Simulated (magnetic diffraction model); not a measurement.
## TbTlBr₄: what an assumed order does to the neutron pattern

Space group P2/c (no. 13), a = 6.8810 Å, b = 8.1430 Å, c = 7.3020 Å, β = 91.47°.

| site | atom | x | y | z |
| --- | --- | --- | --- | --- |
| 2f | Tl | 1/2 | 0.3509 | 3/4 |
| 2e | Tb | 0 | 0.8462 | 3/4 |
| 4g | Br | 0.7448 | 0.6241 | 0.6026 |
| 4g | Br | 0.7726 | 0.1062 | 0.5716 |

The compound is invented for this exercise: a known structure type with other elements, its cell scaled to their sizes and not relaxed.

Only Tb is taken to order (form factors of Tb3+); orders and moment sizes are assumed, and not adapted to the symmetry. Radiation: neutrons of λ = 2.567 Å, 8° to 55°; isotropic B of 0.14 Å² (Tl), 0.17 Å² (Tb) and 0.2 Å² (Br). The intensities are simulated: I ∝ L Σ (|F_N|² + |F_M⊥|²) for unpolarised neutrons, with F_M = 2.695 fm/μB × Σ f(s) S exp(2πi Q·r) exp(−B s²) at Q = H ± k (one set where k and −k are equivalent), only the part normal to Q counting and L = 1/(sin²θ cos θ). For collinear order S is the moment m, which repeats by lattice and centring translations R with the sign exp(−2πi k·R). Form factors are spin-only for 3d ions and dipole or tabulated for f ions, scattering lengths are Sears's of 1992, and absorption is left out. A label names one of the reflections at its angle. The strongest nuclear line in the range is 100, and lines under 0.2 are left out.

Assume the order k = (0 0 0), collinear moments along [101], 8.5 μB on Tb; signs + at (0, 0.8462, 3/4), + at (0, 0.1538, 1/4).

Q: Where does magnetic intensity appear, and how strong is it?

```
2θ (°)     index  nuclear  magnetic
 18.14   (0 1 0)      0.0      82.3
 21.51   (1 0 0)      0.0      93.1
 27.32   (0 1 1)      0.5     103.9
 28.27   (1 1 0)     53.8      47.4
 34.69  (1 1 -1)     46.1      90.0
 35.37   (1 1 1)     42.5      23.5
 36.75   (0 2 0)      0.5       7.4
 41.18   (0 0 2)      1.7      21.1
 42.32   (0 2 1)      0.4      66.3
 42.98   (1 2 0)      0.0       9.2
 43.82   (2 0 0)     10.4      20.9
 45.33   (0 1 2)      4.4      13.3
 46.39  (1 0 -2)     38.4      31.8
 47.45   (1 0 2)     56.3       2.2
 47.69  (1 2 -1)    100.0      58.8
 47.80   (2 1 0)      0.4      12.8
 48.21   (1 2 1)     68.5      34.3
 50.20  (1 1 -2)      8.2      17.6
 51.20   (1 1 2)     12.8       3.5
 51.92  (2 1 -1)      4.9      34.5
 52.90   (2 1 1)      0.1       8.6
```

The strongest magnetic line in the range is (0 1 1) at 27.32° (103.9). On top of the Lorentz factor, which all lines share, magnetic lines fade with angle because f falls: for Tb3+ it is 0.95, 0.82, 0.66 and 0.36 at sin θ/λ = 0.1, 0.2, 0.3 and 0.5 Å⁻¹, while nuclear lengths stay constant. The net moment is 17.00 μB a primitive cell.

[Logs are printed without paths, hosts, clocks, repeated set-up lines and the standing remarks that a program may print on its own settings, such as how far it seeks lower states.]
